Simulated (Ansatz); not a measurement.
**MgRh (Pm-3m): phonons and vibrational spectra**

How does MgRh (Pm-3m) vibrate, and is this structure a minimum?

Program: Ansatz 0.2.0. Level of theory: DFT PBEsol, scalar-relativistic, plane waves, PAW. Results are calculated unless marked as measured.

## (1) Starting point

Symmetry: Pm-3m, No. 221, cubic system. Conventional cell: a = 3.099 Å, b = 3.099 Å, c = 3.099 Å, α = 90.00°, β = 90.00°, γ = 90.00°. Nearest to Mg lie 8 Rh at 2.68 Å. Rh has 8 Mg at 2.68 Å nearest. Farther neighbours are not listed.

Structure file:

```cif
data_structure
_symmetry_space_group_name_H-M 'P 1'
_symmetry_Int_Tables_number 1
_cell_length_a 3.0992
_cell_length_b 3.0992
_cell_length_c 3.0992
_cell_angle_alpha 90.000
_cell_angle_beta 90.000
_cell_angle_gamma 90.000
_cell_volume 29.77
loop_
_atom_site_label
_atom_site_type_symbol
_atom_site_fract_x
_atom_site_fract_y
_atom_site_fract_z
_atom_site_occupancy
Mg1 Mg 0.00000 0.00000 0.00000 1
Rh2 Rh 0.50000 0.50000 0.50000 1
```

## (2) Bringing the structure to rest

The cell and atoms are relaxed, since residual forces and stress would shift the frequencies.

Input file input.yaml:

```yaml
crystal:
  lattice:
    - [3.0992, 0.0, 0.0]
    - [0.0, 3.0992, 0.0]
    - [0.0, 0.0, 3.0992]
  atoms:
    - { symbol: Mg, position: [0.0, 0.0, 0.0] }
    - { symbol: Rh, position: [0.5, 0.5, 0.5] }
kpoints:
  mp_grid: { grid: [12, 12, 12] }
hamiltonian:
  xc: pbesol
scf:
  occupations: { method: gaussian, width: 0.1 }
output:
  forces: true
  stress: true
  eigenvalues: true
relax:
  adjacent_minimum: "off"
  f_tol: 0.005
  max_steps: 80
  cell: { stress_tol: 0.05 }
```

On the command line:

```
ansatz run input.yaml --threads 4 --pin off --max-ram 7168MiB --backend cpu --events-out ev --progress --plain --runs-dir out
```

Numbers of over 12 decimals in the logs are rounded to 6 here.

Output:

```text
Engine: ansatz 0.2.0, x86_64-unknown-linux-gnu
Pseudopotentials: kind: paw
Pseudopotential: Mg, paw, valence charge 10, recommended cutoff 420 eV (normal), Mg.paw.azcp
Pseudopotential: Rh, paw, valence charge 17, recommended cutoff 420 eV (normal), Rh.paw.azcp
Functional definition: PBEsol
  exchange = pbesol_x
  correlation = pbesol_c
Crystal: 2 atoms, lattice volume = 29.768 Å³
Basis set: ecut = 420 eV, 587 PW (Γ), exchange–correlation on 48×48×48 points (8 copies of the dense FFT grid, shifted against one another)
Bands: 18, of which v1, the nominal top of the filled ones, is band 14 counted from 1 (13 counted from 0)
Symmetry: 48 space group operations
Space group: Pm-3m (ITA 221), of the structure as read, at distance tolerance 3.1e-5 Å
k-points: 84 of 1728
Non-local potential: Mg, projectors of the file, l = 0: 3, l = 1: 2, l = 2: 1
Non-local potential: Rh, projectors of the file, l = 0: 3, l = 1: 2, l = 2: 2, l = 3: 1
PAW form: soft (Blöchl's): semilocal exchange-correlation on the pseudo side does not see the compensation charge
PAW frozen core: Mg, regenerated for the run's functional, and the local potential with it (the file was generated under x = pbe(κ = 0.804, μ = 0.219515), c = pbe(β = 0.066725))
PAW frozen core: Rh, regenerated for the run's functional, and the local potential with it (the file was generated under x = pbe(κ = 0.804, μ = 0.219515), c = pbe(β = 0.066725))
PAW one-centre angular grid: Mg, 110 points (default); XC on 64 Gauss nodes
PAW one-centre angular grid: Rh, 590 points (default); XC on 64 Gauss nodes
Initial density: superposition of atomic densities (neutral atoms: chi_scale 0, normalization atom), corrected by the library's trained network
Initial wavefunctions: pseudopotential atomic-orbital guess
Functional: x = pbesol(κ = 0.804, μ = 0.123457), c = pbesol(β = 0.046)
SCF iter   1: F=—  HF=-8251.564287 eV  |F-HF|=—  |Δ(HF+E_count)|=         —  Δρ=6.46e-3  dr2=9.95e-3  ethr=1.77e-3  ⟨swp⟩=4.9  Hψ=6561  notcnv=0
preconditioner: auto → none  [metal: Δε(μ)=0.051 eV  Ē_g=8.917 eV  σ=0.100 eV  W_gap=0.27  n_scr=6 (ndim 8)  ℏωp=22.6 eV  f_vac=0.000  D(μ)=0.92/eV (n_scr^D=6)  sad-step TF]
SCF iter   2: F=—  HF=-8251.563395 eV  |F-HF|=—  |Δ(HF+E_count)|=   8.91e-4  Δρ=3.24e-3  dr2=2.69e-3  ethr=3.69e-5  ⟨swp⟩=2.2  Hψ=2550  notcnv=0
SCF iter   3: F=—  HF=-8251.562797 eV  |F-HF|=—  |Δ(HF+E_count)|=   5.98e-4  Δρ=2.77e-4  dr2=1.17e-5  ethr=9.98e-6  ⟨swp⟩=2.4  Hψ=2131  notcnv=0
SCF iter   4: F=—  HF=-8251.562799 eV  |F-HF|=—  |Δ(HF+E_count)|=   1.06e-6  Δρ=6.43e-5  dr2=5.95e-7  ethr=4.34e-8  ⟨swp⟩=2.8  Hψ=2764  notcnv=0
iter 5 did not close the SCF: its close was put off for the readings that it lacked (scf_convergence_deferred on its scf_iter line)
SCF iter   5: F=-8251.562798 eV  HF=-8251.562798 eV  |F-HF|=1.00e-9  |Δ(HF+E_count)|=   6.22e-8  Δρ=8.40e-6  dr2=7.98e-9  ethr=2.20e-9  ⟨swp⟩=2.4  Hψ=2515  notcnv=0
SCF iter   6: F=-8251.562798 eV  HF=-8251.562798 eV  |F-HF|=3.02e-10  |Δ(HF+E_count)|=  2.55e-11  Δρ=1.16e-6  dr2=3.32e-10  ethr=2.95e-11  ⟨swp⟩=2.1  Hψ=4821  notcnv=0
SCF 1 converged in 6 iterations: F = -8251.562798 eV  dr2 = 3.32e-10
  greatest PAW one-centre occupation: 1.000 electrons in one spin orbital (limit 2), on the Mg atom at site 0 (counted from 0), in its partial waves of l = 0
relax step   1: F+E_penalty+E_count = -8251.56279850 eV  Δ(F+E_penalty+E_count) = +0.000e0 eV  max|allowed force component| = 1.392e-29 eV/Å  Δτ_max = 0.0000 Å  P = -2.028 GPa  Ω = 29.768 Å³  (6 SCF iters, dr2 threshold 1.00e-7 eV, accepted)
Crystal: 2 atoms, lattice volume = 29.203 Å³
Initial density: handed on by an earlier stage of this run
Initial wavefunctions: those handed on with the density
iter 1 solved again at ethr=1.75e-5 eV; its pass at ethr=3.10e-3 eV (dr2=4.73e-3 eV) is discarded
SCF iter   1: F=—  HF=-8251.566836 eV  |F-HF|=—  |Δ(HF+E_count)|=         —  Δρ=3.28e-3  dr2=4.34e-3  ethr=1.75e-5  ⟨swp⟩=1.0  Hψ=8348  notcnv=0
preconditioner: auto → none  [metal: Δε(μ)=0.052 eV  Ē_g=9.060 eV  σ=0.100 eV  W_gap=0.27  n_scr=6 (ndim 8)  ℏωp=22.8 eV  f_vac=0.000  D(μ)=0.88/eV (n_scr^D=6)]
SCF iter   2: F=—  HF=-8251.566048 eV  |F-HF|=—  |Δ(HF+E_count)|=   7.88e-4  Δρ=8.91e-4  dr2=3.22e-4  ethr=1.61e-5  ⟨swp⟩=1.4  Hψ=1583  notcnv=0
SCF iter   3: F=—  HF=-8251.565979 eV  |F-HF|=—  |Δ(HF+E_count)|=   6.86e-5  Δρ=1.70e-4  dr2=9.10e-6  ethr=1.19e-6  ⟨swp⟩=1.9  Hψ=1642  notcnv=0
SCF iter   4: F=—  HF=-8251.565979 eV  |F-HF|=—  |Δ(HF+E_count)|=   3.33e-8  Δρ=2.26e-5  dr2=4.34e-8  ethr=3.37e-8  ⟨swp⟩=2.1  Hψ=1964  notcnv=0
iter 5 did not close the SCF: its close was put off for the readings that it lacked (scf_convergence_deferred on its scf_iter line)
SCF iter   5: F=-8251.565979 eV  HF=-8251.565979 eV  |F-HF|=3.85e-9  |Δ(HF+E_count)|=   1.78e-8  Δρ=4.25e-6  dr2=3.48e-9  ethr=1.61e-10  ⟨swp⟩=2.0  Hψ=2608  notcnv=0
SCF iter   6: F=-8251.565979 eV  HF=-8251.565979 eV  |F-HF|=9.09e-12  |Δ(HF+E_count)|=   1.45e-9  Δρ=7.15e-7  dr2=5.51e-11  ethr=1.29e-11  ⟨swp⟩=1.9  Hψ=4511  notcnv=0
SCF 2 converged in 6 iterations: F = -8251.565979 eV  dr2 = 5.51e-11
relax step   2: F+E_penalty+E_count = -8251.56597918 eV  Δ(F+E_penalty+E_count) = -3.181e-3 eV  max|allowed force component| = 5.259e-30 eV/Å  Δτ_max = 0.0000 Å  P = +0.341 GPa  Ω = 29.203 Å³  energy of the carried Pulay correction = +1.308e-4 eV  (6 SCF iters, dr2 threshold 2.00e-7 eV, accepted)
Crystal: 2 atoms, lattice volume = 29.283 Å³
iter 1 solved again at ethr=3.10e-7 eV; its pass at ethr=3.10e-3 eV (dr2=8.38e-5 eV) is discarded
SCF iter   1: F=—  HF=-8251.566057 eV  |F-HF|=—  |Δ(HF+E_count)|=         —  Δρ=4.68e-4  dr2=8.86e-5  ethr=3.10e-7  ⟨swp⟩=2.4  Hψ=7721  notcnv=0
preconditioner: auto → none  [metal: Δε(μ)=0.042 eV  Ē_g=9.060 eV  σ=0.100 eV  W_gap=0.22  n_scr=6 (ndim 8)  ℏωp=22.8 eV  f_vac=0.000  D(μ)=0.86/eV (n_scr^D=6)]
SCF iter   2: F=—  HF=-8251.566044 eV  |F-HF|=—  |Δ(HF+E_count)|=   1.25e-5  Δρ=1.24e-4  dr2=6.11e-6  ethr=3.10e-7  ⟨swp⟩=1.8  Hψ=1720  notcnv=0
SCF iter   3: F=—  HF=-8251.566043 eV  |F-HF|=—  |Δ(HF+E_count)|=   1.50e-6  Δρ=2.67e-5  dr2=2.89e-7  ethr=2.26e-8  ⟨swp⟩=1.4  Hψ=1555  notcnv=0
iter 4 did not close the SCF: its close was put off for the readings that it lacked (scf_convergence_deferred on its scf_iter line)
SCF iter   4: F=-8251.566043 eV  HF=-8251.566043 eV  |F-HF|=8.11e-10  |Δ(HF+E_count)|=   6.55e-8  Δρ=4.21e-6  dr2=1.75e-9  ethr=1.07e-9  ⟨swp⟩=2.0  Hψ=1738  notcnv=0
iter 5 did not close the SCF: its close was put off for the readings that it lacked (scf_convergence_deferred on its scf_iter line)
SCF iter   5: F=-8251.566043 eV  HF=-8251.566043 eV  |F-HF|=3.97e-10  |Δ(HF+E_count)|=  1.09e-10  Δρ=1.35e-6  dr2=2.47e-10  ethr=6.49e-12  ⟨swp⟩=2.0  Hψ=2638  notcnv=0
SCF iter   6: F=-8251.566043 eV  HF=-8251.566043 eV  |F-HF|=5.82e-11  |Δ(HF+E_count)|=  1.75e-10  Δρ=5.59e-7  dr2=4.68e-11  ethr=1.00e-12  ⟨swp⟩=1.0  Hψ=3948  notcnv=0
SCF 3 converged in 6 iterations: F = -8251.566043 eV  dr2 = 4.68e-11
relax step   3: F+E_penalty+E_count = -8251.56604278 eV  Δ(F+E_penalty+E_count) = -6.360e-5 eV  max|allowed force component| = 7.445e-30 eV/Å  Δτ_max = 0.0000 Å  P = -0.010 GPa  Ω = 29.283 Å³  energy of the carried Pulay correction = +1.122e-4 eV  (6 SCF iters, dr2 threshold 2.00e-7 eV, accepted)
Initial wavefunctions: pseudopotential atomic-orbital guess (no wavefunctions were taken with the density)
iter 1 solved again at ethr=2.99e-8 eV; its pass at ethr=3.10e-3 eV (dr2=8.08e-6 eV) is discarded
SCF iter   1: F=—  HF=-8251.565920 eV  |F-HF|=—  |Δ(HF+E_count)|=         —  Δρ=2.78e-5  dr2=3.42e-8  ethr=2.99e-8  ⟨swp⟩=3.2  Hψ=10736  notcnv=0
preconditioner: auto → none  [metal: Δε(μ)=0.043 eV  Ē_g=9.058 eV  σ=0.100 eV  W_gap=0.23  n_scr=6 (ndim 8)  ℏωp=22.8 eV  f_vac=0.000  D(μ)=0.87/eV (n_scr^D=6)]
SCF iter   2: F=—  HF=-8251.565922 eV  |F-HF|=—  |Δ(HF+E_count)|=   2.26e-6  Δρ=1.29e-5  dr2=5.68e-9  ethr=1.27e-10  ⟨swp⟩=2.0  Hψ=2565  notcnv=0
SCF iter   3: F=—  HF=-8251.565922 eV  |F-HF|=—  |Δ(HF+E_count)|=   4.92e-9  Δρ=1.97e-6  dr2=1.54e-10  ethr=2.10e-11  ⟨swp⟩=2.9  Hψ=2507  notcnv=0
iter 4 did not close the SCF: its close was put off for the readings that it lacked (scf_convergence_deferred on its scf_iter line)
SCF iter   4: F=-8251.565922 eV  HF=-8251.565922 eV  |F-HF|=7.28e-12  |Δ(HF+E_count)|=  2.49e-10  Δρ=3.45e-7  dr2=8.98e-12  ethr=1.00e-12  ⟨swp⟩=2.0  Hψ=2593  notcnv=0
iter 5 did not close the SCF: its close was put off for the readings that it lacked (scf_convergence_deferred on its scf_iter line)
SCF iter   5: F=-8251.565922 eV  HF=-8251.565922 eV  |F-HF|=0.00e0  |Δ(HF+E_count)|=  1.09e-11  Δρ=1.43e-8  dr2=1.55e-14  ethr=1.00e-12  ⟨swp⟩=1.0  Hψ=1512  notcnv=0
iter 6 did not close the SCF: its close was put off for the readings that it lacked (scf_convergence_deferred on its scf_iter line)
SCF iter   6: F=-8251.565922 eV  HF=-8251.565922 eV  |F-HF|=0.00e0  |Δ(HF+E_count)|=    0.00e0  Δρ=4.00e-9  dr2=1.64e-15  ethr=1.00e-12  ⟨swp⟩=1.0  Hψ=1512  notcnv=0
iter 7 did not close the SCF: its close was put off for the readings that it lacked (scf_convergence_deferred on its scf_iter line)
SCF iter   7: F=-8251.565922 eV  HF=-8251.565922 eV  |F-HF|=0.00e0  |Δ(HF+E_count)|=  1.82e-12  Δρ=1.17e-9  dr2=1.33e-16  ethr=1.00e-12  ⟨swp⟩=1.0  Hψ=1512  notcnv=0
SCF iter   8: F=-8251.565922 eV  HF=-8251.565922 eV  |F-HF|=0.00e0  |Δ(HF+E_count)|=    0.00e0  Δρ=1.53e-10  dr2=2.43e-18  ethr=1.00e-12  ⟨swp⟩=2.0  Hψ=4007  notcnv=0
SCF 4 converged in 8 iterations: F = -8251.565922 eV  dr2 = 2.43e-18
relax step   4: F+E_penalty+E_count = -8251.56592249 eV  Δ(F+E_penalty+E_count) = +1.203e-4 eV  max|allowed force component| = 3.106e-30 eV/Å  Δτ_max = 0.0000 Å  P = -0.006 GPa  Ω = 29.283 Å³  stress off target by 6.10e-3 GPa  SCF on the basis re-selected at this cell (its energy is not comparable with the rows above)  (8 SCF iters)
basis re-selected at this cell: Δ(F+E_penalty+E_count) = +1.203e-4 eV, ΔP = +0.004 GPa vs the last step (what re-selecting the basis moved, of the pressure what is left beyond the Pulay correction that the steps carried, after the strain that the cell walked since its last selection, with what the two solves' SCF thresholds leave and, on support functions, any second-order correction that the steps lacked; it is no m [...]
SCF converged after 8 iterations
Free energy (F): -8251.565922 eV
Harris-Foulkes:  -8251.565922 eV  (|F-HF|=0.00e0)
Internal energy: -8251.561594 eV  (E = F + TS)
E sigma→0 (E₀):  -8251.563758 eV
Entropy (-TS):   -0.004329 eV (-2.164 meV/atom)
Fermi energy:    14.065361 eV
--- Per-component energies (eV) ---
  E_band       = -457.700976
  E_kinetic    = 653.634067
  E_local      = -3228.577212  (includes V_loc(G=0)·N_el)
  E_nonlocal   = 455.421320
  E_hartree    = 1138.777622
  E_xc         = -250.322289
  E_vxc        = -316.520270  (∫ρ·V_xc dr)
  E_paw        = -3805.799924  (= ΣΔE_a)
  E_vpaw       = -299.214974  (= ΣTr[D̂ρ^β])
  E_aug_tail   = 0.000850  (compensation charges beyond the density's cutoff)
  E_ewald      = -3215.031088
  E_core_change = 0.335062  (= ΣΔE_core)
  E_smearing   = -0.004329  (= −TS)
  E_closure    = 0.000000  (closes the sum)
  Σ components = -8251.565922   (vs F -8251.565922, Δ=0.00e0)
--- Forces (eV/Å), atoms counted from 1 ---
  atom   1  Mg    -0.00000000     0.00000000     0.00000000
  atom   2  Rh    -0.00000000     0.00000000     0.00000000
  max |Σ_I F_I| component: 6.41e-30 eV/Å
--- Stress (GPa, compression-positive) ---
       -0.006098      -0.000000      -0.000000
       -0.000000      -0.006098      -0.000000
       -0.000000      -0.000000      -0.006098
  P = ⅓ Tr σ = -0.0061 GPa (-0.061 kbar)
--- Band table (eV; the first three rows and the last of 84) ---
  k-point 0: bands = [... 10 lower, 11.0868, 13.8802, 13.8802, 13.8802, 22.4619, 22.4619, 22.4619, 25.6413]
  k-point 1: bands = [... 10 lower, 11.1458, 13.7949, 13.7949, 13.8897, 21.5795, 22.6459, 22.6459, 25.4701]
  k-point 2: bands = [... 10 lower, 11.3041, 13.5744, 13.5744, 13.9158, 19.9885, 23.1573, 23.1573, 25.0177]
  k-point 83: bands = [... 10 lower, 10.9019, 14.8323, 14.8323, 18.6732, 18.6732, 18.6732, 21.6673, 23.3609]
--- Relaxed structure (3 steps of the walk, 3 accepted, 1 SCFs on fresh bases) ---
  F+E_penalty+E_count = -8251.56592249 eV   max|allowed force component| = 3.106e-30 eV/Å   (the final SCF, on the basis selected at the relaxed cell)
  cell:  # Å, volume = 29.2828 Å³
    - [3.082271, 0, 0]
    - [0, 3.082271, 0.0]
    - [0, 0.0, 3.082271]
  atoms:
    - { symbol: Mg, position: [0, 0, 0] }
    - { symbol: Rh, position: [0.5, 0.5, 0.5] }
```

Elapsed: 4.9 s, on 4 threads of Intel Xeon Platinum 8488C (Sapphire Rapids), shared host; peak memory 0.42 GiB; 14 s of CPU time.

Step by step:

```
step  energy less that of the first step (eV)  largest force component (eV/Å)  pressure (GPa)  volume (Å³)
   1                                   0.0000                          0.0000           -2.03        29.77
   2                                  -0.0032                          0.0000            0.34        29.20
   3                                  -0.0032                          0.0000           -0.01        29.28
  4*                                  -0.0031                          0.0000           -0.01        29.28
```

Relaxation steps marked * repeat the geometry before them on a plane-wave basis chosen anew for their cell, so energy and pressure can jump there.

The run keeps the 48 symmetry operations that it works with, so distortions that break them were not tested.

```
conventional cell, symmetrised  before  after  change
                         a (Å)   3.099  3.082  -0.5 %
                         b (Å)   3.099  3.082  -0.5 %
                         c (Å)   3.099  3.082  -0.5 %
              volume (Å³/atom)   14.88  14.64  -1.6 %
```

Final coordinates:

```xyz
2
Lattice="3.0823 0.0000 0.0000 0.0000 3.0823 0.0000 0.0000 0.0000 3.0823" Properties=species:S:1:pos:R:3 pbc="T T T"
Mg    0.0000    0.0000    0.0000
Rh    1.5411    1.5411    1.5411
```

Numbers from this step:

```yaml
pressure: -0.006098 GPa
volume_per_atom: 14.64 Å³
gap_on_the_k_mesh: 0 eV
```

In this step the volume went from 14.88 to 14.64 Å³/atom.

## (3) Relaxing to small forces for the phonons

Phonons need a cell at rest on their own settings, so the relaxation is repeated with tight tolerances on forces and stress on the k mesh and occupations of the first response run.

input.yaml, the sections that differ from step 2:

```yaml
crystal:
  lattice:
    - [3.0822713021, 0.0, 0.0]
    - [0.0, 3.0822713021, 0.0]
    - [0.0, 0.0, 3.0822713021]
  atoms:
    - { symbol: Mg, position: [0.0, 0.0, 0.0] }
    - { symbol: Rh, position: [0.5, 0.5, 0.5] }
scf:
  occupations: { method: methfessel_paxton, width: 0.15 }
relax:
  adjacent_minimum: "off"
  f_tol: 0.001
  max_steps: 60
  cell: { stress_tol: 0.01 }
# kpoints, hamiltonian, output: as in step 2
```

Output:

```text
[...]
Crystal: 2 atoms, lattice volume = 29.283 Å³
Basis set: ecut = 420 eV, 587 PW (Γ), exchange–correlation on 48×48×48 points (8 copies of the dense FFT grid, shifted against one another)
Bands: 18, of which v1, the nominal top of the filled ones, is band 14 counted from 1 (13 counted from 0)
Symmetry: 48 space group operations
[...]
k-points: 84 of 1728
[...]
k-point 83: bands = [... 10 lower, 10.9083, 14.8410, 14.8410, 18.6796, 18.6796, 18.6796, 21.6746, 23.3703]
--- Relaxed structure (2 steps of the walk, 2 accepted, 1 SCFs on fresh bases) ---
[...]
cell:  # Å, volume = 29.2740 Å³
    - [3.081962, 0.0, 0]
    - [0.0, 3.081962, 0.0]
    - [0, 0.0, 3.081962]
  atoms:
    - { symbol: Mg, position: [0, 0, 0] }
    - { symbol: Rh, position: [0.5, 0.5, 0.5] }
[key lines of the parts left out:]
SCF converged after 4 iterations
Free energy (F): -8251.563091 eV
Fermi energy:    14.063096 eV
P = ⅓ Tr σ = 0.0041 GPa (0.041 kbar)
```

Run time: 3.2 s. Hardware: 4 threads; peak memory 0.41 GiB.

Little changed from the start: no atom moved by 0.005 Å and no cell edge by 0.1 %.

This step gave:

| Item | Value |
| --- | --- |
| pressure | 0.004147 GPa |

The forces vanish by symmetry and the pressure is 0.004 GPa, within the tolerances set. The cell now holds 14.64 Å³/atom.

[end of part 1 of 3]

[Logs are printed without paths, hosts, clocks, repeated set-up lines and the standing remarks that a program may print on its own settings, such as how far it seeks lower states.]

[Hosts, paths, dates, database ids (printed as entryN), source tags and the programs' standing remarks are cut or masked in the printed files.]
